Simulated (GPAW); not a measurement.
# MoS2 (P6_3/mmc): G0W0 with GPAW, start to end

Wanted: ground state, empty states, screening and self-energy for MoS2 (P6_3/mmc).

Main program and level: GPAW 26.7.0; LDA and many-body steps on it, plane waves.

Report form: the programs' logs are mostly left out.

The database entry behind the starting cell differs from later determinations by our own check (about 0.3 % long), so it need not match the best structure at ambient conditions.

### Step 1. The starting structure

It takes space group P6_3/mmc (No. 194, hexagonal). The conventional cell has a = 3.169 Å, b = 3.169 Å, c = 12.324 Å, α = 90.00°, β = 90.00°, γ = 120.00°. Mo has 6 S at 2.41 Å nearest. S has 3 Mo at 2.41 Å nearest. Farther neighbours and most contacts between anions are not listed.

Coordinates:

```cif
data_structure
_symmetry_space_group_name_H-M 'P 1'
_symmetry_Int_Tables_number 1
_cell_length_a 3.1690
_cell_length_b 3.1690
_cell_length_c 12.3240
_cell_angle_alpha 90.000
_cell_angle_beta 90.000
_cell_angle_gamma 120.000
_cell_volume 107.18
loop_
_atom_site_label
_atom_site_type_symbol
_atom_site_fract_x
_atom_site_fract_y
_atom_site_fract_z
_atom_site_occupancy
Mo1 Mo 0.33333 0.66667 0.25000 1
Mo2 Mo 0.66667 0.33333 0.75000 1
S3 S 0.33333 0.66667 0.62300 1
S4 S 0.66667 0.33333 0.12300 1
S5 S 0.33333 0.66667 0.87700 1
S6 S 0.66667 0.33333 0.37700 1
```

The cell and positions come from the Crystallography Open Database and are kept as given unless a step says otherwise.

### Step 2. Ground state

This step: GPAW 26.7.0; DFT, LDA, plane waves, PAW.

The ground-state density comes first.

run.py reads:

```python
import json
import numpy as np
from gpaw.mpi import world
from ase import Atoms
from gpaw import GPAW, PW, FermiDirac

atoms = Atoms(['Mo', 'Mo', 'S', 'S', 'S', 'S'],
    cell=[[3.1690000000, 0.0000000000, 0.0000000000],
      [-1.5845000000, 2.7444345046, 0.0000000000],
      [0.0000000000, 0.0000000000, 12.3240000000]],
    scaled_positions=[[0.3333333333, 0.6666666667, 0.2500000000],
      [0.6666666667, 0.3333333333, 0.7500000000],
      [0.3333333333, 0.6666666667, 0.6230000000],
      [0.6666666667, 0.3333333333, 0.1230000000],
      [0.3333333333, 0.6666666667, 0.8770000000],
      [0.6666666667, 0.3333333333, 0.3770000000]],
    pbc=(True, True, True))
calc = GPAW(mode=PW(450),
    xc='LDA',
    kpts={'size': (9, 9, 2), 'gamma': True},
    occupations=FermiDirac(0.001),
    nbands=-9,
    convergence={'density': 1e-6, 'bands': -3},
    maxiter=100,
    txt='gs.txt')
atoms.calc = calc
res = {'energy': atoms.get_potential_energy()}
kpts = calc.get_ibz_k_points()
res['kpts'] = kpts
res['eigenvalues'] = [calc.get_eigenvalues(kpt=k) for k in range(len(kpts))]
res['n_electrons'] = calc.get_number_of_electrons()
calc.write('gs.gpw')

if world.rank == 0:
    with open('result.json', 'w') as f:
        json.dump(res, f, default=lambda x: x.tolist())
```

The run is started by

```
> mpirun -n 4 gpaw python run.py
```

The job ended after 10 s (4 MPI ranks of Arm Neoverse V2, shared host; peak memory 0.75 GiB).

Numbers from this step:

```yaml
total_energy: -49.60 eV
gap: 0.8869 eV
k_of_the_valence_top: 0, 0, 0
k_of_the_conduction_bottom: 0.3333, -0.1111, 0
least_direct_gap: 1.636 eV
```

The gap is indirect, with the least direct gap 0.75 eV higher.

### Step 3. Bands along the symmetry lines

Levels along a band path, at the cheap level, show where the edges lie and whether the meshes to come will hold them.

run.py reads:

```python
import json
import numpy as np
from gpaw.mpi import world
from gpaw import GPAW

path = [[0.000000, 0.000000, 0.000000],
    [0.062500, 0.000000, 0.000000],
    [0.125000, 0.000000, 0.000000],
    [0.187500, 0.000000, 0.000000],
    [0.250000, 0.000000, 0.000000],
    [0.312500, 0.000000, 0.000000],
    [0.375000, 0.000000, 0.000000],
    [0.437500, 0.000000, 0.000000],
    [0.500000, 0.000000, 0.000000],
    [0.479167, 0.041667, 0.000000],
    [0.458333, 0.083333, 0.000000],
    [0.437500, 0.125000, 0.000000],
    [0.416667, 0.166667, 0.000000],
    [0.395833, 0.208333, 0.000000],
    [0.375000, 0.250000, 0.000000],
    [0.354167, 0.291667, 0.000000],
    [0.333333, 0.333333, 0.000000],
    [0.291667, 0.291667, 0.000000],
    [0.250000, 0.250000, 0.000000],
    [0.208333, 0.208333, 0.000000],
    [0.166667, 0.166667, 0.000000],
    [0.125000, 0.125000, 0.000000],
    [0.083333, 0.083333, 0.000000],
    [0.041667, 0.041667, 0.000000],
    [0.000000, 0.000000, 0.000000],
    [0.000000, 0.000000, 0.062500],
    [0.000000, 0.000000, 0.125000],
    [0.000000, 0.000000, 0.187500],
    [0.000000, 0.000000, 0.250000],
    [0.000000, 0.000000, 0.312500],
    [0.000000, 0.000000, 0.375000],
    [0.000000, 0.000000, 0.437500],
    [0.000000, 0.000000, 0.500000],
    [0.062500, 0.000000, 0.500000],
    [0.125000, 0.000000, 0.500000],
    [0.187500, 0.000000, 0.500000],
    [0.250000, 0.000000, 0.500000],
    [0.312500, 0.000000, 0.500000],
    [0.375000, 0.000000, 0.500000],
    [0.437500, 0.000000, 0.500000],
    [0.500000, 0.000000, 0.500000],
    [0.479167, 0.041667, 0.500000],
    [0.458333, 0.083333, 0.500000],
    [0.437500, 0.125000, 0.500000],
    [0.416667, 0.166667, 0.500000],
    [0.395833, 0.208333, 0.500000],
    [0.375000, 0.250000, 0.500000],
    [0.354167, 0.291667, 0.500000],
    [0.333333, 0.333333, 0.500000],
    [0.291667, 0.291667, 0.500000],
    [0.250000, 0.250000, 0.500000],
    [0.208333, 0.208333, 0.500000],
    [0.166667, 0.166667, 0.500000],
    [0.125000, 0.125000, 0.500000],
    [0.083333, 0.083333, 0.500000],
    [0.041667, 0.041667, 0.500000],
    [0.000000, 0.000000, 0.500000],
    [0.500000, 0.000000, 0.500000],
    [0.500000, 0.000000, 0.437500],
    [0.500000, 0.000000, 0.375000],
    [0.500000, 0.000000, 0.312500],
    [0.500000, 0.000000, 0.250000],
    [0.500000, 0.000000, 0.187500],
    [0.500000, 0.000000, 0.125000],
    [0.500000, 0.000000, 0.062500],
    [0.500000, 0.000000, 0.000000],
    [0.333333, 0.333333, 0.500000],
    [0.333333, 0.333333, 0.437500],
    [0.333333, 0.333333, 0.375000],
    [0.333333, 0.333333, 0.312500],
    [0.333333, 0.333333, 0.250000],
    [0.333333, 0.333333, 0.187500],
    [0.333333, 0.333333, 0.125000],
    [0.333333, 0.333333, 0.062500],
    [0.333333, 0.333333, 0.000000]]
calc = GPAW('gs.gpw').fixed_density(kpts=path,
    symmetry='off',
    nbands=36,
    convergence={'bands': 32},
    txt='bands.txt')
res = {}
kpts = calc.get_ibz_k_points()
res['kpts'] = kpts
res['eigenvalues'] = [calc.get_eigenvalues(kpt=k) for k in range(len(kpts))]
res['n_electrons'] = calc.get_number_of_electrons()

if world.rank == 0:
    with open('result.json', 'w') as f:
        json.dump(res, f, default=lambda x: x.tolist())
```

The run is started by

```
> mpirun -n 4 gpaw python run.py
```

The job ended after 24 s (4 MPI ranks; peak memory 0.89 GiB; 95 s of CPU time).

This step gave:

```
gap                        : 0.8093 eV
k of the valence top       : 0, 0, 0
k of the conduction bottom : 0.1667, 0.1667, 0
least direct gap           : 1.636 eV
```

The gap is 0.809 eV, −0.078 eV from the run before at this level.

The electronic bands at the labelled points (eV, zero at the top of the highest filled band):

```tsv
point	band 23	band 24	band 25	band 26	band 27	band 28	band 29	band 30
Γ	-2.12	-1.20	-1.16	0.00	2.08	2.08	2.11	2.11
halfway	-2.31	-1.58	-1.51	-1.38	1.14	1.57	1.78	1.99
M	-1.72	-1.52	-1.42	-1.29	1.55	1.60	1.93	2.21
halfway	-2.76	-2.32	-1.12	-0.92	1.40	1.51	2.23	2.32
K	-2.66	-2.66	-0.80	-0.63	1.01	1.01	1.73	2.78
halfway	-1.79	-1.56	-1.50	-1.47	0.81	1.59	1.67	1.72
Γ	-2.12	-1.20	-1.16	0.00	2.08	2.08	2.11	2.11
halfway	-2.13	-1.86	-0.64	-0.06	2.08	2.08	2.10	2.10
A	-2.15	-2.15	-0.27	-0.27	2.08	2.08	2.08	2.08
halfway	-2.05	-2.05	-1.39	-1.39	1.49	1.49	1.66	1.66
L	-1.62	-1.62	-1.34	-1.34	1.57	1.57	2.08	2.08
halfway	-2.58	-2.58	-1.01	-1.01	1.46	1.46	2.27	2.27
H	-2.84	-2.84	-0.73	-0.73	1.01	1.01	2.22	2.22
halfway	-1.74	-1.74	-1.48	-1.48	1.15	1.15	1.77	1.77
A	-2.15	-2.15	-0.27	-0.27	2.08	2.08	2.08	2.08
jump to L	-1.62	-1.62	-1.34	-1.34	1.57	1.57	2.08	2.08
halfway	-1.69	-1.55	-1.39	-1.30	1.56	1.59	1.98	2.17
M	-1.72	-1.52	-1.42	-1.29	1.55	1.60	1.93	2.21
jump to H	-2.84	-2.84	-0.73	-0.73	1.01	1.01	2.22	2.22
halfway	-2.74	-2.74	-0.78	-0.66	1.01	1.01	1.87	2.62
K	-2.66	-2.66	-0.80	-0.63	1.01	1.01	1.73	2.78
```

### Step 4. Empty states on the mesh, 6×6×2 mesh, 698 bands

The sums over transitions need many empty states on a uniform mesh; this step solves for them.

run.py reads:

```python
import json
import numpy as np
from gpaw.mpi import world
from gpaw import GPAW

calc = GPAW('gs.gpw').fixed_density(kpts={'size': (6, 6, 2), 'gamma': True},
    parallel={'domain': 1, 'band': 1},
    txt='nscf.txt')
calc.diagonalize_full_hamiltonian(nbands=698)
calc.write('full.gpw', mode='all')
res = {}
kpts = calc.get_ibz_k_points()
res['kpts'] = kpts
res['eigenvalues'] = [calc.get_eigenvalues(kpt=k) for k in range(len(kpts))]
res['n_electrons'] = calc.get_number_of_electrons()

if world.rank == 0:
    with open('result.json', 'w') as f:
        json.dump(res, f, default=lambda x: x.tolist())
```

The run is started by

```
> mpirun -n 4 gpaw python run.py
```

It took 57 s on 4 MPI ranks; peak memory 2.7 GiB; 3.8 min of CPU time.

This step gave:

```
gap                                                           : 0.8093 eV
k of the valence top                                          : 0, 0, 0
k of the conduction bottom                                    : 0.3333, -0.1667, 0
least direct gap                                              : 1.636 eV
k points computed                                             : 14
lowest point of the top converged band, above the valence top : 182.4720 eV
```

On this mesh the gap is 0.809 eV.

### Step 5. Screening and self-energy, 6×6×2 mesh, 319 bands, screening to 120 eV

Now the one-shot GW correction: screening in the RPA, then the self-energy of the levels asked for.

This step: G0W0 on LDA, plane waves, PAW.

run.py reads:

```python
import json
import numpy as np
from gpaw.mpi import world
from gpaw.response.g0w0 import G0W0

gw = G0W0('full.gpw',
    filename='gw',
    kpts=[0, 4, 8],
    bands=(24, 28),
    ecut=120,
    nbands=319,
    integrate_gamma='WS',
    ppa=True)
gw.calculate()
res = {mode: {k: v for k, v in r.items() if k != 'sigma_eskwn'}
       for mode, r in gw.all_results.items()}

if world.rank == 0:
    with open('result.json', 'w') as f:
        json.dump(res, f, default=lambda x: x.tolist())
```

The run is started by

```
> mpirun -n 4 gpaw python run.py
```

Wall time 7.6 min (4 MPI ranks); peak memory 2.1 GiB; 30 min of CPU time.

Numbers from this step:

```
G0W0 gap on the points computed              : 1.211 eV
least direct G0W0 gap on the computed points : 2.231 eV
Z at the valence top                         : 0.7756
Z at the conduction bottom                   : 0.7842
starting gap on the mesh                     : 0.8093 eV
k of the valence top                         : 0, 0, 0
k of the conduction bottom                   : 0.3333, -0.1667, 0
```

The gap on the mesh goes from 0.81 eV to 1.21 eV, a correction of +0.40 eV. The start differs from the 0.89 eV found before because the two sample other k points.

Limits: finite bands, cutoff and mesh; no spin-orbit coupling; coarse k mesh. v1 is the top filled band, c1 the lowest empty one. Levels before and after the correction, in eV, zero at the valence-band top of each column:

```tsv
	conduction bottom	valence top
Kohn-Sham	0.81	0.00
G0W0	1.21	0.00
```

```tsv
	level	energy (eV)
Kohn-Sham	Γ v2	-1.159
Kohn-Sham	Γ v1	0.000
Kohn-Sham	Γ c1-c2	2.077
Kohn-Sham	(0.333 -0.167 0) v2	-1.496
Kohn-Sham	(0.333 -0.167 0) v1	-1.472
Kohn-Sham	(0.333 -0.167 0) c1	0.809
Kohn-Sham	(0.333 -0.167 0) c2	1.588
G0W0	Γ v2	-1.841
G0W0	Γ v1	0.000
G0W0	Γ c1-c2	2.506
G0W0	(0.333 -0.167 0) v2	-1.538
G0W0	(0.333 -0.167 0) v1	-1.467
G0W0	(0.333 -0.167 0) c1	1.211
G0W0	(0.333 -0.167 0) c2	2.143
```

### Step 6. Where the time went

Times are wall times on 4 MPI ranks of Arm Neoverse V2, shared host, good to a factor of about two.

```tsv
step	time	share	memory (GiB)
ground state	10 s	2 %	0.75
bands along the symmetry lines	24 s	4 %	0.89
empty states on the mesh	57 s	10 %	2.7
screening and self-energy	7.6 min	83 %	2.1
```

### Step 7. What came out

| Quantity | Value |
| --- | --- |
| LDA gap | 0.81 eV, indirect |
| G0W0 gap on the mesh | 1.21 eV |
| GW settings | 6×6×2 mesh, 319 bands, screening to 120 eV, Godby-Needs plasmon pole |
| known limits | not at the basis limit; no spin-orbit coupling; coarse k mesh |

What this shows: G0W0 moves the gap on the mesh from 0.81 eV to 1.21 eV (+0.40 eV), with Z of 0.78 and 0.78 at the edges. Only 3 of the mesh's irreducible points were corrected, so a valley elsewhere could overtake. The dearest step here is «screening and self-energy». Bands and cutoff are finite, so the gap is not at the basis limit. The miss can reach some tenths of an eV and take either sign; the mesh is an error of its own. These stock PAW sets were not made for GW. In the G0W0 run levels were corrected at 3 k points alone, so a gap called «on the mesh» is the least over those, and an edge elsewhere would be missed. The 6×6×2 mesh is coarse for this cell, which bears on the long-range parts of exchange and screening. The many-body steps are scalar-relativistic: spin-orbit coupling is not in them.

[Paths, hosts, dates, memory and timing lines, banners, echoed tables and standing remarks are left out of the program output.]

[Logs are printed without paths, hosts, clocks, repeated set-up lines and the standing remarks that a program may print on its own settings, such as how far it seeks lower states.]

[Runs of the session that timed out or met a known fault of the program may be left out.]

[Hosts, paths, dates, database ids (printed as entryN), source tags and the programs' standing remarks are cut or masked in the printed files.]
